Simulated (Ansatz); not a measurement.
# How fast states decay through Ga2S2O, part 3 of 3

A new crystal, Ga2S2O: structure, gap and complex bands. It is built by putting O for part of the S in the Ga2S3 structure of space group Imm2, with the volume rescaled by atomic radii. The parent structure comes from the Materials Project.

Ansatz 0.2.0; r2SCAN DFT, plane waves, PAW files (the session's first sound run).

So far, gap on the k-mesh (eV): step 3 (the bulk crystal and its band edges) 3.33.

The structure was built from a prototype and need not be the compound's stable phase.

## Step 6: Band edges at another level, cutoff 420 eV

This step: PBEsol DFT, plane waves, PAW files (Ansatz 0.2.0).

The edges again with PBEsol, at the same atoms. Against that run the cutoff is 420 eV against 500.

File input.yaml:

```yaml
crystal:
  lattice:
    - [-1.8339781093, 5.242024297, 2.6112122599]
    - [1.8339781093, -5.242024297, 2.6112122599]
    - [1.8339781093, 5.242024297, -2.6112122599]
  atoms:
    - { symbol: Ga, position: [0.1774000951, 0.0266329116, 0.1507671835] }
    - { symbol: Ga, position: [0.8758657282, 0.0266329116, 0.8492328165] }
    - { symbol: S, position: [0.9197577475, 0.255989457, 0.6637682905] }
    - { symbol: S, position: [0.5922211666, 0.255989457, 0.3362317095] }
    - { symbol: O, position: [0.1847542726, 0.1847542726, 0.0] }
kpoints:
  mp_grid: { grid: [8, 8, 8] }
  band_path: { path: [VBM, CBM], npoints: 30 }
scf:
  occupations: { method: fixed }
hamiltonian:
  xc: pbesol
output:
  eigenvalues: true
```

Run with:

```
$ ansatz run input.yaml --threads 2 --pin off --max-ram 4096MiB --backend cpu --events-out ev --progress --plain --runs-dir out
```

Numbers of over 12 decimals in the logs are rounded to 6 here.

The program printed:

```text
[...]
Crystal: 5 atoms, lattice volume = 100.414 Å³
Basis set: ecut = 420 eV, 1967 PW (Γ)
Bands: 27, of which v1, the nominal top of the filled ones, is band 22 counted from 1 (21 counted from 0)
Symmetry: 4 space group operations
[...]
k-points: 95 of 512 (time reversal used)
[...]
SCF iter   1: F=—  HF=-9819.468241 eV  |F-HF|=—  |Δ(HF+E_count)|=         —  Δρ=7.20e-3  dr2=5.20e-2  ethr=1.77e-3  ⟨swp⟩=4.9  Hψ=9593  notcnv=0  defer=273
[...]
SCF iter   7: F=-9819.455674 eV  HF=-9819.455674 eV  |F-HF|=1.67e-7  |Δ(HF+E_count)|=   3.33e-6  Δρ=7.36e-6  dr2=9.06e-8  ethr=2.27e-10  ⟨swp⟩=7.1  Hψ=11251  notcnv=0
SCF 1 converged in 7 iterations: F = -9819.455674 eV  dr2 = 9.06e-8
[...]
SCF converged after 7 iterations
Free energy (F): -9819.455674 eV
[...]
Internal energy: -9819.455674 eV  (E = F + TS)
E sigma→0 (E₀):  -9819.455674 eV
Fermi energy:    3.906193 eV
[...]
--- Band table (eV; the first three rows and the last of 95) ---
  k-point 0: bands = [... 18 lower, 2.6052, 3.7131, 3.8337, 3.9062, 6.5953, 7.9818, 9.4642, 10.2465, ... 1 higher]
  k-point 1: bands = [... 18 lower, 2.4647, 3.4354, 3.6834, 3.8054, 7.1625, 8.7899, 9.9469, 10.1339, ... 1 higher]
  k-point 2: bands = [... 18 lower, 2.4875, 2.9163, 3.4883, 3.6535, 7.8589, 9.3123, 9.7672, 9.7771, ... 1 higher]
  k-point 94: bands = [... 18 lower, 2.5227, 3.4679, 3.5357, 3.7346, 7.6201, 7.8983, 8.1279, 10.3953, ... 1 higher]
```

Run time: 10 s. Hardware: 2 threads of AMD EPYC 9R45, shared host; peak memory 0.54 GiB.

This step gave:

- free energy: -9819.4557 eV
- Fermi energy: 3.906 eV
- gap on the k-mesh: 2.689 eV
- gap on path: 2.689 eV, by band count; negative where bands overlap
- direct gap on path: 2.689 eV

Levels at VBM (eV): -6.30, -3.69, -2.96, -2.25, -1.70, -1.30, -0.19, -0.07, 0.00, 2.69, 4.08, 5.56, 6.34, 6.82.

The searched edges give 2.69 eV, as on the mesh.

For the gap on the k-mesh, step 3 gave 3.33 eV; this run, with PBEsol and cutoff 420 eV, gives 2.69 eV.

## Step 7: Complex bands at another level, cutoff 420 eV

This step: PBEsol DFT, plane waves, PAW files; complex bands by layer matching along the plane's normal (Ansatz 0.2.0).

The complex bands at that level, over its own gap, at (0, 0) and (0.5, 0).

File input.yaml:

```yaml
crystal:
  lattice:
    - [3.667956219, 0.0, 0.0]
    - [0.0, 10.484048594, 0.0]
    - [1.833978109, 5.242024297, 2.61121226]
  atoms:
    - { symbol: Ga, position: [0.9733670884, 0.1241342719, 0.0532658232] }
    - { symbol: Ga, position: [0.9733670884, 0.8225999049, 0.0532658232] }
    - { symbol: S, position: [0.744010543, 0.4077788334, 0.511978914] }
    - { symbol: S, position: [0.744010543, 0.0802422525, 0.511978914] }
    - { symbol: O, position: [0.8152457274, 0.8152457274, 0.3695085452] }
kpoints:
  mp_grid: { grid: [10, 10, 10] }
scf:
  occupations: { method: fixed }
hamiltonian:
  xc: pbesol
output:
  eigenvalues: true
  transmission:
    leads: [[0, 0]]
    kpoints: [[0.0, 0.0], [0.5, 0.0]]
    e_range: [-1.0, 3.69]
    de: 0.09
```

The program printed:

```text
[...]
Crystal: 5 atoms, lattice volume = 100.414 Å³
Basis set: ecut = 420 eV, 1967 PW (Γ), FFT grids on a1, a1+a2−2a3, a3
Bands: 27, of which v1, the nominal top of the filled ones, is band 22 counted from 1 (21 counted from 0)
Symmetry: 4 space group operations
[...]
k-points: 171 of 1000 (time reversal used)
[...]
SCF iter   1: F=—  HF=-9819.468516 eV  |F-HF|=—  |Δ(HF+E_count)|=         —  Δρ=7.20e-3  dr2=5.20e-2  ethr=1.77e-3  ⟨swp⟩=4.9  Hψ=17300  notcnv=0  defer=489
[...]
SCF iter   7: F=-9819.455869 eV  HF=-9819.455869 eV  |F-HF|=1.67e-7  |Δ(HF+E_count)|=   3.34e-6  Δρ=7.37e-6  dr2=9.04e-8  ethr=2.27e-10  ⟨swp⟩=7.1  Hψ=20174  notcnv=0
SCF 1 converged in 7 iterations: F = -9819.455869 eV  dr2 = 9.04e-8
[...]
transmission: 4 of 8 steps passed
transmission: 8 of 8 steps passed
SCF converged after 7 iterations
Free energy (F): -9819.455869 eV
[...]
Internal energy: -9819.455869 eV  (E = F + TS)
E sigma→0 (E₀):  -9819.455869 eV
Fermi energy:    3.906144 eV
[...]
--- Band table (eV; the first three rows and the last of 171) ---
  k-point 0: bands = [... 18 lower, 2.6052, 3.7131, 3.8337, 3.9061, 6.5953, 7.9818, 9.4642, 10.2465, ... 1 higher]
  k-point 1: bands = [... 18 lower, 2.5525, 3.4573, 3.6624, 3.8268, 7.0551, 8.0659, 9.2309, 10.1922, ... 1 higher]
  k-point 2: bands = [... 18 lower, 2.6055, 3.2276, 3.6064, 3.7115, 7.4383, 8.0722, 8.9153, 10.4392, ... 1 higher]
  k-point 170: bands = [... 18 lower, 2.5102, 2.7712, 3.2902, 3.4682, 8.0706, 8.5869, 9.7149, 10.6134, ... 1 higher]
--- Transmission ---
  basis      : 343 plane waves across, 4 finite elements along
  points     : 2, as listed
[...]
crystal 0  : Ga2O1S2, at the sites [0, 0], period 2.6112 Å: whole cells are its period
[...]
channels       : 0.000000e0 a spin
[...]
slowest decay  : 0.2514 /Å at (0.0000, 0.0000)
```

Run time: 40 s. Hardware: 2 threads; peak memory 1.2 GiB; 80 s of CPU time.

Numbers from this step:

```yaml
free_energy: -9819.4559 eV
level_to_which_the_leads_are_filled: 1.345 eV from the Fermi level
decay_constant_at_the_filling_level_zone_centre: 0.2514 Å⁻¹
decay_constant_at_the_filling_level_slowest_listed_point: 0.2514 Å⁻¹
```

K parallel (0, 0); values up to 1.5 1/Å, a degenerate pair printed once or twice; energies at which all values exceed this have no row. The Im kz of the slowest decaying states by energy, zero at the highest filled level on the SCF mesh:

| energy (eV) | decay 1 (Å⁻¹) | decay 2 (Å⁻¹) | decay 3 (Å⁻¹) | decay 4 (Å⁻¹) |
| --- | --- | --- | --- | --- |
| -1.00 | 0.156 | 0.368 | 0.396 | 0.499 |
| -0.82 | 0.116 | 0.333 | 0.380 | 0.504 |
| -0.64 | 0.282 | 0.345 | 0.482 | 0.925 |
| -0.46 | 0.141 | 0.184 | 0.276 | 0.425 |
| -0.28 | 0.217 | 0.249 | 0.266 | 0.897 |
| -0.10 | 0.231 | 0.263 | 0.274 | 0.354 |
| -0.01 | 0.0829 | 0.277 | 0.281 | 0.361 |
| 0.08 | 0.125 | 0.210 | 0.297 | 0.309 |
| 0.35 | 0.192 | 0.332 | 0.370 | 0.382 |
| 0.53 | 0.217 | 0.349 | 0.396 | 0.441 |
| 0.71 | 0.233 | 0.363 | 0.416 | 0.485 |
| 0.89 | 0.244 | 0.373 | 0.432 | 0.519 |
| 1.07 | 0.250 | 0.379 | 0.444 | 0.547 |
| 1.25 | 0.252 | 0.384 | 0.453 | 0.570 |
| 1.43 | 0.250 | 0.385 | 0.459 | 0.590 |
| 1.61 | 0.244 | 0.384 | 0.464 | 0.607 |
| 1.79 | 0.234 | 0.381 | 0.466 | 0.621 |
| 1.97 | 0.219 | 0.375 | 0.465 | 0.633 |
| 2.15 | 0.198 | 0.366 | 0.463 | 0.626 |
| 2.33 | 0.169 | 0.354 | 0.459 | 0.596 |
| 2.60 | 0.0899 | 0.329 | 0.447 | 0.548 |
| 2.78 | 0.306 | 0.436 | 0.512 | 0.580 |
| 2.96 | 0.275 | 0.420 | 0.472 | 0.547 |
| 3.14 | 0.231 | 0.401 | 0.427 | 0.512 |
| 3.32 | 0.159 | 0.374 | 0.374 | 0.472 |
| 3.50 | 0.305 | 0.337 | 0.425 | 0.680 |
| 3.68 | 0.137 | 0.181 | 0.281 | 0.369 |

K parallel (0, 0). Table of Re kz of states that move upwards by energy, zero at the highest filled level on the SCF mesh:

| energy (eV) | channel 1 (Å⁻¹) | channel 2 (Å⁻¹) | channel 3 (Å⁻¹) | channel 4 (Å⁻¹) |
| --- | --- | --- | --- | --- |
| -1.00 | -0.983 | 0.668 | - | - |
| -0.82 | -0.902 | 0.779 | - | - |
| -0.64 | -0.794 | -0.341 | 0.534 | 0.906 |
| -0.46 | -0.245 | 1.11 | - | - |
| -0.28 | -0.961 | -0.350 | -0.165 | 0.605 |
| -0.10 | -0.276 | -0.0557 | - | - |
| -0.01 | -0.0763 | - | - | - |
| 0.08 | - | - | - | - |
| 0.35 | - | - | - | - |
| 0.53 | - | - | - | - |
| 0.71 | - | - | - | - |
| 0.89 | - | - | - | - |
| 1.07 | - | - | - | - |
| 1.25 | - | - | - | - |
| 1.43 | - | - | - | - |
| 1.61 | - | - | - | - |
| 1.79 | - | - | - | - |
| 1.97 | - | - | - | - |
| 2.15 | - | - | - | - |
| 2.33 | - | - | - | - |
| 2.60 | - | - | - | - |
| 2.78 | 0.0953 | - | - | - |
| 2.96 | 0.173 | - | - | - |
| 3.14 | 0.238 | - | - | - |
| 3.32 | 0.305 | - | - | - |
| 3.50 | -0.561 | 0.407 | 0.833 | - |
| 3.68 | 1.02 | - | - | - |

K parallel (0.5, 0); values up to 1.5 1/Å, a degenerate pair printed once or twice; energies at which all values exceed this have no row. Im kz of the slowest decaying states against energy, zero at the highest filled level on the SCF mesh:

| energy (eV) | decay 1 (Å⁻¹) | decay 2 (Å⁻¹) | decay 3 (Å⁻¹) | decay 4 (Å⁻¹) |
| --- | --- | --- | --- | --- |
| -1.00 | 0.378 | 0.624 | 0.725 | 1.44 |
| -0.73 | 0.354 | 0.479 | 0.591 | 0.814 |
| -0.55 | 0.354 | 0.421 | 0.513 | 0.888 |
| -0.28 | 0.0438 | 0.334 | 0.477 | 0.956 |
| -0.10 | 0.188 | 0.425 | 0.502 | 0.985 |
| -0.01 | 0.224 | 0.445 | 0.512 | 0.997 |
| 0.17 | 0.276 | 0.470 | 0.529 | 1.02 |
| 0.44 | 0.330 | 0.490 | 0.547 | 1.04 |
| 0.62 | 0.356 | 0.497 | 0.556 | 1.05 |
| 0.89 | 0.387 | 0.502 | 0.565 | 1.06 |
| 1.07 | 0.402 | 0.503 | 0.568 | 1.06 |
| 1.34 | 0.418 | 0.500 | 0.571 | 1.07 |
| 1.61 | 0.428 | 0.495 | 0.570 | 1.07 |
| 1.79 | 0.432 | 0.489 | 0.568 | 1.07 |
| 2.06 | 0.432 | 0.479 | 0.562 | 1.07 |
| 2.24 | 0.428 | 0.470 | 0.557 | 1.06 |
| 2.51 | 0.416 | 0.455 | 0.547 | 1.04 |
| 2.78 | 0.396 | 0.437 | 0.494 | 0.574 |
| 2.96 | 0.375 | 0.423 | 0.464 | 0.584 |
| 3.23 | 0.330 | 0.398 | 0.421 | 0.592 |
| 3.41 | 0.282 | 0.379 | 0.391 | 0.594 |
| 3.68 | 0.136 | 0.341 | 0.345 | 0.593 |

At the listed wavevectors the last open channel is at -0.01 eV and the next at +2.69 eV on the grid. At +1.34 eV, the grid energy nearest the filling level (the middle of the gap on the SCF mesh), the slowest state at the listed wavevectors decays with κ = 0.251 Å⁻¹, its amplitude falling by e over 4.0 Å; the first such run, plane (001), gave 0.285 Å⁻¹.

## Step 8: Outcome

- band gap: 3.33 eV
- least decay constant at mid-gap, normal to (001): 0.285 Å⁻¹
- least decay constant at mid-gap, normal to (010): 0.238 Å⁻¹
- least decay constant, PBEsol: 0.251 Å⁻¹

With r2SCAN, the slowest decay at the wavevectors tried is κ = 0.238 Å⁻¹, normal to (010). Through such a film the transmission near mid-gap falls as exp(−2κd), a factor of ten every 4.8 Å. The decay depends on direction: 1.2 times faster normal to (001). A free electron under a barrier of half the gap would need a mass of 0.13 mₑ to decay at this rate. With PBEsol the gap goes from 3.33 to 2.69 eV and the decay constant, over the first 2 listed wavevectors, from 0.285 to 0.251 Å⁻¹. The compound is made up by substitution; its stability against other phases and against distortions of the cell's symmetry was not tested. r2SCAN still narrows gaps, if less than LDA and GGA do, so real decay constants are likely larger.

[Logs are printed without paths, hosts, clocks, repeated set-up lines and the standing remarks that a program may print on its own settings, such as how far it seeks lower states.]

[Hosts, paths, dates, database ids (printed as entryN), source tags and the programs' standing remarks are cut or masked in the printed files.]
